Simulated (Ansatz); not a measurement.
# Ba on Al(100): change of the work function, part 3 of 3

How does Ba on the hollow site change the work function of Al(100) as the layer fills?

Ansatz 0.2.0; plane-wave DFT, PBE, Ansatz PAW.

So far, work function, upper face (eV): step 2 (the clean slab) 4.29; step 3 (37 atoms, coverage 0.111 ML, cell 3x3) 1.83.

### 4. Adsorbate added, k-mesh 6×6×1, coverage 0.25 ML

System of this step: Ba/Al(100). The cell holds 17 atoms: 16 Al and 1 Ba. Cell: a = 5.728 Å, b = 5.728 Å, c = 26.892 Å, α = 90.0°, β = 90.0°, γ = 90.0°. Vacuum lies along c.

Another coverage, to see how the dipoles act on each other as their distance changes.

The input, input.yaml:

```yaml
crystal:
  lattice:
    - [5.7275649276, 0.0, 0.0]
    - [0.0, 5.7275649276, 0.0]
    - [0.0, 0.0, 26.8924026051]
  atoms:
    - { symbol: Al, position: [0.25, 0.25, 0.3346670111] }
    - { symbol: Al, position: [0.0, 0.0, 0.4099670885] }
    - { symbol: Al, position: [0.25, 0.25, 0.4846845606] }
    - { symbol: Al, position: [0.0, 0.0, 0.5609721996] }
    - { symbol: Al, position: [0.25, 0.75, 0.3346670111] }
    - { symbol: Al, position: [0.0, 0.5, 0.4099670885] }
    - { symbol: Al, position: [0.25, 0.75, 0.4846845606] }
    - { symbol: Al, position: [0.0, 0.5, 0.5609721996] }
    - { symbol: Al, position: [0.75, 0.25, 0.3346670111] }
    - { symbol: Al, position: [0.5, 0.0, 0.4099670885] }
    - { symbol: Al, position: [0.75, 0.25, 0.4846845606] }
    - { symbol: Al, position: [0.5, 0.0, 0.5609721996] }
    - { symbol: Al, position: [0.75, 0.75, 0.3346670111] }
    - { symbol: Al, position: [0.5, 0.5, 0.4099670885] }
    - { symbol: Al, position: [0.75, 0.75, 0.4846845606] }
    - { symbol: Al, position: [0.5, 0.5, 0.5609721996] }
    - { symbol: Ba, position: [0.25, 0.25, 0.6653329889] }
kpoints:
  mp_grid: { grid: [6, 6, 1] }
hamiltonian:
  xc: pbe
scf:
  occupations: { method: fermi_dirac, width: 0.1 }
  convergence: { dr2_threshold: 1.0e-08 }
efield:
  axis: 3
  dipole_correction: true
  ramp_position: 0.97
  ramp_width: 0.06
relax:
  f_tol: 0.02
  max_steps: 60
  constraints: [{ sites: [0, 1, 4, 5, 8, 9, 12, 13] }]
output:
  dos: { projected: true, e_range: [-8, 4] }
  write_potential: true
  write_density: true
  volumetric_format: npy
  elf: true
```

Launch:

```sh
$ ansatz run input.yaml --threads 2 --pin off --max-ram 4096MiB --backend cpu --events-out ev --progress --plain --runs-dir out
```

Log:

```text
[...]
Crystal: 17 atoms, lattice volume = 882.205 Å³
Basis set: ecut = 420 eV, 17349 PW (Γ), exchange–correlation on 80×80×360 points (8 copies of the dense FFT grid, shifted against one another)
Bands: 46, of which v1, the nominal top of the filled ones, is band 29 counted from 1 (28 counted from 0)
Symmetry: 8 space group operations
[...]
k-points: 10 of 36
[...]
SCF iter   1: F=—  HF=-14546.647275 eV  |F-HF|=—  |Δ(HF+E_count)|=         —  Δρ=2.35e-3  dr2=2.65e0  ethr=1.77e-3  p=0.491 e·Å  D=1.01e-1 V/Å  ΔV_dip=-2.71 eV  dr2_dipole=1.72e0  V_vac-E_F(+/−)=1.55/4.26 eV  ⟨swp⟩=17.1  Hψ=4745  notcnv=0
[...]
SCF iter  10: F=-14546.509133 eV  HF=-14546.509133 eV  |F-HF|=1.39e-9  |Δ(HF+E_count)|=   1.14e-8  Δρ=2.57e-7  dr2=2.28e-9  ethr=1.72e-11  p=0.352 e·Å  D=7.21e-2 V/Å  ΔV_dip=-1.94 eV  dr2_dipole=6.60e-11  V_vac-E_F(+/−)=2.39/4.33 eV  ⟨swp⟩=11.6  Hψ=3485  notcnv=0
SCF 1 converged in 10 iterations: F = -14546.509133 eV  dr2 = 2.28e-9
[...]
relax step   1: F+E_penalty+E_count = -14546.50913295 eV  Δ(F+E_penalty+E_count) = +0.000e0 eV  max|allowed force component| = 2.531e-1 eV/Å  Δτ_max = 0.0000 Å  (10 SCF iters, accepted)
[...]
SCF iter   9: F=-14546.520336 eV  HF=-14546.520336 eV  |F-HF|=5.64e-11  |Δ(HF+E_count)|=   9.67e-9  Δρ=1.32e-7  dr2=7.37e-10  ethr=1.12e-11  p=0.357 e·Å  D=7.32e-2 V/Å  ΔV_dip=-1.97 eV  dr2_dipole=1.42e-10  V_vac-E_F(+/−)=2.36/4.33 eV  ⟨swp⟩=10.3  Hψ=2883  notcnv=0
SCF 2 converged in 9 iterations: F = -14546.520336 eV  dr2 = 7.37e-10
relax step   2: F+E_penalty+E_count = -14546.52033638 eV  Δ(F+E_penalty+E_count) = -1.120e-2 eV  max|allowed force component| = 9.284e-2 eV/Å  Δτ_max = 0.0608 Å  (9 SCF iters, accepted)
SCF iter   1: F=—  HF=-14546.521664 eV  |F-HF|=—  |Δ(HF+E_count)|=         —  Δρ=2.71e-4  dr2=3.59e-3  ethr=9.62e-5  p=0.357 e·Å  D=7.32e-2 V/Å  ΔV_dip=-1.97 eV  dr2_dipole=5.92e-5  V_vac-E_F(+/−)=2.36/4.33 eV  ⟨swp⟩=3.0  Hψ=1045  notcnv=0
[...]
SCF iter   7: F=-14546.521926 eV  HF=-14546.521926 eV  |F-HF|=3.69e-9  |Δ(HF+E_count)|=   3.26e-8  Δρ=3.64e-7  dr2=3.34e-9  ethr=1.72e-11  p=0.360 e·Å  D=7.39e-2 V/Å  ΔV_dip=-1.99 eV  dr2_dipole=8.94e-12  V_vac-E_F(+/−)=2.34/4.33 eV  ⟨swp⟩=11.0  Hψ=3277  notcnv=0
SCF 3 converged in 7 iterations: F = -14546.521926 eV  dr2 = 3.34e-9
relax step   3: F+E_penalty+E_count = -14546.52192639 eV  Δ(F+E_penalty+E_count) = -1.590e-3 eV  max|allowed force component| = 6.927e-3 eV/Å  Δτ_max = 0.0235 Å  (7 SCF iters, accepted)
[...]
WARN: The input density's exchange-correlation potential varies sharply where the density is thin. Do not read a vacuum level from v_tot or v_xc, or from such a field of the output density. On a cell that repeats whose density bears no net charge and no dipole along the vacuum's axis use v_es (v_loc + v_h of the components); under efield.dipole_correction with no amplitude use v_es + v_field, which holds any external [...]
SCF converged after 7 iterations
Free energy (F): -14546.521926 eV
[...]
Internal energy: -14546.223203 eV  (E = F + TS)
E sigma→0 (E₀):  -14546.372565 eV
Entropy (-TS):   -0.298724 eV (-17.572 meV/atom)
Fermi energy:    0.757044 eV
Dipole field:    D = 0.073904 V/Å  (p = 0.360312 e·Å, saw-weighted, corrected)
Work function:   Φ+ = 2.3424 eV   Φ− = 4.3300 eV
[...]
--- Forces (eV/Å), atoms counted from 1 ---
  atom   1  Al     0.00000000     0.00000000    -0.06228628
  atom   2  Al    -0.02637638    -0.02637638     0.08631408
  atom   3  Al     0.00000000     0.00000000    -0.00152788
  atom   4  Al    -0.00143122    -0.00143122    -0.00053859
  atom   5  Al     0.00000000     0.00000000    -0.08532522
  atom   6  Al    -0.02637638     0.02637638     0.08631408
  atom   7  Al    -0.00000000     0.00000000    -0.00329423
  atom   8  Al    -0.00143122     0.00143122    -0.00053859
  atom   9  Al     0.00000000     0.00000000    -0.08532522
  atom  10  Al     0.02637638    -0.02637638     0.08631408
  atom  11  Al     0.00000000     0.00000000    -0.00329423
  atom  12  Al     0.00143122    -0.00143122    -0.00053859
  atom  13  Al     0.00000000     0.00000000    -0.10924599
  atom  14  Al     0.02637638     0.02637638     0.08631408
  atom  15  Al    -0.00000000     0.00000000     0.00026530
  atom  16  Al     0.00143122     0.00143122    -0.00053859
  atom  17  Ba     0.00000000     0.00000000     0.00692707
  max |Σ_I F_I| component: 4.74e-6 eV/Å
--- Band table (eV; the first three rows and the last of 10) ---
  k-point 0: bands = [... 25 lower, -0.3484, -0.3460, 0.3943, 0.3943, 0.4117, 0.5539, 0.6022, 0.9882, ... 13 higher]
  k-point 1: bands = [... 25 lower, -0.3115, 0.4393, 0.5247, 0.6761, 0.6924, 0.6926, 0.7412, 0.7762, ... 13 higher]
  k-point 2: bands = [... 25 lower, -0.2792, -0.1801, 0.3581, 0.7915, 0.8976, 1.0714, 1.1891, 1.7358, ... 13 higher]
  k-point 9: bands = [... 25 lower, 0.5415, 0.5415, 0.6571, 1.5677, 1.5677, 1.6249, 1.6507, 1.7731, ... 13 higher]
--- Relaxed structure (3 steps of the walk, 3 accepted, 0 SCFs on fresh bases) ---
  F+E_penalty+E_count = -14546.52192639 eV   max|allowed force component| = 6.927e-3 eV/Å
  atoms:
    - { symbol: Al, position: [0.25, 0.25, 0.334667] }
    - { symbol: Al, position: [0.0, 0.0, 0.4099670885] }
    - { symbol: Al, position: [0.25, 0.25, 0.485134] }
    - { symbol: Al, position: [-0.000966128, -0.000966128, 0.560916] }
    - { symbol: Al, position: [0.25, 0.75, 0.334667] }
    - { symbol: Al, position: [0.0, 0.5, 0.4099670885] }
    - { symbol: Al, position: [0.25, 0.75, 0.485022] }
    - { symbol: Al, position: [-0.000966128, 0.500966, 0.560916] }
    - { symbol: Al, position: [0.75, 0.25, 0.334667] }
    - { symbol: Al, position: [0.5, 0.0, 0.4099670885] }
    - { symbol: Al, position: [0.75, 0.25, 0.485022] }
    - { symbol: Al, position: [0.500966, -0.000966128, 0.560916] }
    - { symbol: Al, position: [0.75, 0.75, 0.334667] }
    - { symbol: Al, position: [0.5, 0.5, 0.4099670885] }
    - { symbol: Al, position: [0.75, 0.75, 0.485419] }
    - { symbol: Al, position: [0.500966, 0.500966, 0.560916] }
    - { symbol: Ba, position: [0.25, 0.25, 0.662199] }
```

Elapsed: 81 s, on 2 threads of Intel Xeon Platinum 8259CL at 2.50GHz (Skylake/Cascade Lake), shared host; peak memory 1.1 GiB.

Step by step:

| step | energy less that of the first step (eV) | largest force component (eV/Å) |
| --- | --- | --- |
| 1 | 0.0000 | 0.2531 |
| 2 | -0.0112 | 0.0928 |
| 3 | -0.0128 | 0.0069 |

The run keeps the 8 symmetry operations that the program found, so distortions that break them were not tested.

The atoms that moved most (Å):

| atom | dx | dy | dz | length |
| --- | --- | --- | --- | --- |
| Ba17 | 0.000 | 0.000 | -0.084 | 0.084 |
| Al15 | 0.000 | 0.000 | 0.020 | 0.020 |
| Al3 | 0.000 | 0.000 | 0.012 | 0.012 |
| Al11 | 0.000 | 0.000 | 0.009 | 0.009 |
| Al7 | 0.000 | 0.000 | 0.009 | 0.009 |
| Al16 | 0.006 | 0.006 | -0.002 | 0.008 |
| Al8 | -0.006 | 0.006 | -0.002 | 0.008 |
| Al12 | 0.006 | -0.006 | -0.002 | 0.008 |

The relaxed structure:

```xyz
17
Lattice="5.7276 0.0000 0.0000 0.0000 5.7276 0.0000 0.0000 0.0000 26.8924" Properties=species:S:1:pos:R:3
Al    1.4319    1.4319    9.0000
Al    0.0000    0.0000   11.0250
Al    1.4319    1.4319   13.0464
Al   -0.0055   -0.0055   15.0844
Al    1.4319    4.2957    9.0000
Al    0.0000    2.8638   11.0250
Al    1.4319    4.2957   13.0434
Al   -0.0055    2.8693   15.0844
Al    4.2957    1.4319    9.0000
Al    2.8638    0.0000   11.0250
Al    4.2957    1.4319   13.0434
Al    2.8693   -0.0055   15.0844
Al    4.2957    4.2957    9.0000
Al    2.8638    2.8638   11.0250
Al    4.2957    4.2957   13.0541
Al    2.8693    2.8693   15.0844
Ba    1.4319    1.4319   17.8081
```

Read from the output:

```yaml
energy_at_zero_smearing: -14546.3726 eV
work_function_upper_face: 2.342 eV
work_function_lower_face: 4.330 eV
dipole_along_the_normal: 0.3603 e·Å
step_between_the_vacuum_levels: -1.988 eV
```

Running mean over 2.025 Å of the planar mean; the ramp of the sawtooth is left out. Electron's electrostatic potential energy less the Fermi level against z:

| z (Å) | electron's electrostatic potential energy less the Fermi level (eV) |
| --- | --- |
| 4 | 4.33 |
| 5 | 4.32 |
| 6 | 4.26 |
| 7 | 3.53 |
| 8 | -0.484 |
| 9 | -4.15 |
| 10 | -4.54 |
| 11 | -4.55 |
| 12 | -4.54 |
| 13 | -4.53 |
| 14 | -4.50 |
| 15 | -4.23 |
| 16 | -1.64 |
| 17 | -0.693 |
| 18 | -2.06 |
| 19 | -0.242 |
| 20 | 1.66 |
| 21 | 2.16 |
| 22 | 2.30 |
| 23 | 2.33 |

The density of states has structure finer than the step of the table below, so its rows give means over 0.25 eV. Peaks (eV: height): -6.020: 15.0, 0.480: 18.7, 0.840: 21.7, 1.140: 13.5, 1.230: 22.1, 1.350: 17.8, 1.410: 18.0.

Table of density of states by energy, zero at the Fermi level; means over each step:

| energy (eV) | density of states (states/eV a cell) |
| --- | --- |
| -7.75 | 3.00 |
| -7.50 | 2.51 |
| -7.25 | 4.07 |
| -7.00 | 3.38 |
| -6.75 | 3.67 |
| -6.50 | 4.07 |
| -6.25 | 4.58 |
| -6.00 | 7.11 |
| -5.75 | 4.06 |
| -5.50 | 2.54 |
| -5.25 | 4.03 |
| -5.00 | 4.35 |
| -4.75 | 5.26 |
| -4.50 | 5.87 |
| -4.25 | 5.85 |
| -4.00 | 5.24 |
| -3.75 | 6.24 |
| -3.50 | 3.73 |
| -3.25 | 4.43 |
| -3.00 | 9.38 |
| -2.75 | 6.96 |
| -2.50 | 4.91 |
| -2.25 | 7.99 |
| -2.00 | 7.40 |
| -1.75 | 5.50 |
| -1.50 | 7.64 |
| -1.25 | 6.69 |
| -1.00 | 8.79 |
| -0.75 | 8.70 |
| -0.50 | 8.68 |
| -0.25 | 6.64 |
| 0.00 | 8.47 |
| 0.25 | 8.64 |
| 0.50 | 11.9 |
| 0.75 | 12.1 |
| 1.00 | 8.77 |
| 1.25 | 15.0 |
| 1.50 | 10.3 |
| 1.75 | 10.3 |

Projected DOS per atom over height of the atomic layer and energy from the Fermi level. Layers: Al4 Al4 Al4 Al4 Ba from below.

Values in states/eV, 22 rows by 5 columns, each cell a mean:
```
0.48 0.35 0.39 0.39 0.14
0.48 0.55 0.55 0.47 0.29
0.53 0.31 0.32 0.58 0.55
0.59 0.35 0.40 0.63 0.77
0.42 0.29 0.31 0.48 0.83
0.50 0.47 0.45 0.56 0.37
0.58 0.40 0.39 0.63 0.12
0.53 0.29 0.29 0.55 0.14
0.45 0.29 0.31 0.47 0.13
0.43 0.37 0.38 0.49 0.09
0.42 0.45 0.44 0.47 0.03
0.35 0.29 0.28 0.39 0.04
0.36 0.28 0.28 0.40 0.07
0.34 0.34 0.33 0.37 0.06
0.33 0.37 0.37 0.35 0.02
0.25 0.26 0.25 0.26 0.02
0.16 0.21 0.21 0.17 0.01
0.29 0.40 0.40 0.30 0.02
0.22 0.28 0.28 0.23 0.03
0.18 0.25 0.25 0.18 0.02
0.17 0.26 0.26 0.18 0.01
0.15 0.21 0.21 0.16 0.01
```
Columns: height of the atomic layer (Å) from 9 to 17.8 (not evenly spaced); rows upwards: energy from the Fermi level (eV) from -7.96 to 1.95.

Electrostatic potential energy in the ca plane at fractional y = 0.250, with atoms of Al and Ba within 0.2 Å of it. With pseudopotentials it is smooth inside the atoms' cores, unlike the true potential.

Ten even steps from '0' (-26 eV) to '9' (4 eV), each cell a mean:
```
87788988899877889888999998888999999999999999
53357899998533478999999999999999999999999999
24435899986344358999999999999999999999999999
36634899985366448999999999999999999999999999
24435899986344358999999999999999999999999999
53357899998533578999999999999999999999999999
87788988899877889888999998888999999999999999
88889988899888899888999876667889999999999999
75568988898755689999998741125789999999999999
33336899987433368999998400001588999999999999
26634899986256348999997200000478999999999999
36634899986256348999997200000478999999999999
33336899987433368999998400001588999999999999
75578988898755689999998741125789999999999999
88889988899888899888999876677889999999999999
```
Columns run along c (16.0 Å, from fractional 0.31 to 0.91 of the cell; values clipped at the 3rd and 97th percentile), rows up along a (5.7 Å). Atoms in or near the plane, at fractional coordinates: Al at (0.33, 0.25), Al at (0.49, 0.25), Al at (0.33, 0.75), Al at (0.49, 0.75), Ba at (0.66, 0.25).

ELF in the ca plane at fractional y = 0.250, with atoms of Al and Ba within 0.2 Å of it. It is the smooth field of the valence electrons, not physical close to the nuclei.

Ten even steps from '0' (0.00) to '9' (0.86), each cell a mean:
```
99876666666777776677764200000001122221000000
86566655556654676555553210000012233221000000
41125533356300255433222110001123333221000000
23314432345112045322111111111233443221000000
41125533356310265433322110001123333221000000
86566655556654676555554210000012233221000000
98876666666777776677764200110001122221000000
88876677666677766678863124654100112221100000
98776666666766776667652379998510011221100000
73246544456522465444421698799730001111100000
32214432346211145322212893049841001111100000
33214432346211145322212893049841001111100000
73246544456522465444421698799730001111100000
98876666666777776667652379998510011221100000
88876677666677766678873124653100112221100000
```
Columns run along c (16.0 Å, from fractional 0.31 to 0.91 of the cell), rows up along a (5.7 Å). Atoms in or near the plane, at fractional coordinates: Al at (0.33, 0.25), Al at (0.49, 0.25), Al at (0.33, 0.75), Al at (0.49, 0.75), Ba at (0.66, 0.25).

Valence density in the ca plane at fractional y = 0.250, with atoms of Al and Ba within 0.2 Å of it. It is the smooth field of the valence electrons, not physical close to the nuclei.

Ten steps, logarithmic in the rise over the least value, from '0' (0.0 e/Å³) to '9' (1.3 e/Å³), each cell a mean:
```
56665555555666655555544333322110000000000000
55566555556655665555443222111100000000000000
54455555556544565544433221111000000000000000
44445554556543455544332211111000000000000000
54455555556544565544433221111000000000000000
55566555556655665555443222111100000000000000
56665555555666655555544333332110000000000000
56665566655566655565554456654321000000000000
56666555555666665555555678987531000000000000
55556555556655565555445799999642100000000000
54455555556544455544445899899742100000000000
54455555556544455544445899899742100000000000
55556555556655565555445799999642100000000000
56666555555666665555555678987531000000000000
56665566655566655565554455654311000000000000
```
Columns run along c (16.0 Å, from fractional 0.31 to 0.91 of the cell), rows up along a (5.7 Å). Atoms in or near the plane, at fractional coordinates: Al at (0.33, 0.25), Al at (0.49, 0.25), Al at (0.33, 0.75), Al at (0.49, 0.75), Ba at (0.66, 0.25).

The relaxation took 3 steps and lowered the energy by 0.013 eV; the largest force on the free atoms ends at 0.0069 eV/Å.

By hand: a sheet of dipoles makes a step −p/(ε₀A) in the electron's potential. With e/ε₀ = 180.95 V·Å, p = 0.3603 e·Å and A = 32.80 Å², that is −180.95 × (0.3603) / 32.80 = -1.987 eV, and the two vacuum levels of the run differ by -1.988 eV.

The covered face has 2.34 eV, -1.95 eV against the clean one; the bare back face has moved by +0.03 eV, a measure of how thin the slab is.

### 5. Work function against coverage

This step: plane-wave DFT, PBE, Ansatz PAW; work function against coverage (Ansatz 0.2.0).

The runs are now put side by side.

This step gave:

* work function of the clean face: 4.293 eV
* largest change of the work function: -2.468 eV

The work function of the covered face by coverage:

| coverage (adsorbates/nm²) | work function of the covered face (eV) |
| --- | --- |
| 0.00 | 4.29 |
| 1.35 | 1.83 |
| 3.05 | 2.34 |

The dipole per adsorbate comes from the change of the cell's dipole. Coverage, by row:

| coverage (1/nm²) | coverage (ML) | work function (eV) | change (eV) | dipole per adsorbate, positive end outwards (debye) | mean height of the added atoms over the highest substrate atom (Å) |
| --- | --- | --- | --- | --- | --- |
| 1.355 | 0.1111 | 1.825 | -2.468 | 4.855 | 2.551 |
| 3.048 | 0.25 | 2.342 | -1.95 | 1.723 | 2.724 |

### 6. Summary of results

```
work function of the clean face                        : 4.29 eV
work function at 0.11 ML                               : 1.83 eV
work function at 0.25 ML                               : 2.34 eV
dipole per adsorbate at 0.11 ML, positive end outwards : 4.86 D
```

In words: Ba lowers the work function of Al(100) at the lowest coverage, by 2.47 eV: the adsorbate layer has its positive end outwards. The slab has 4 layers, at the tabulated experimental lattice constant, one starting site was run, and quantum-size effects of a slab this thin can reach one or two tenths of an eV.

[Long decimals in the printed logs are rounded to 6 places.]

[Logs are printed without paths, hosts, clocks, repeated set-up lines and the standing remarks that a program may print on its own settings, such as how far it seeks lower states.]

[Hosts, paths, dates, database ids (printed as entryN), source tags and the programs' standing remarks are cut or masked in the printed files.]

[Maps of the electrostatic potential energy from Ansatz leave out the sawtooth potential of an applied field or a dipole correction, so their vacuum need not be flat; planar profiles and work functions include it.]

[The density of states shown here was stored with 400 of the rows of the run's finer table, so its peaks can read low, often by over a quarter, or be missed, and its means over a window can be off by a tenth or more.]
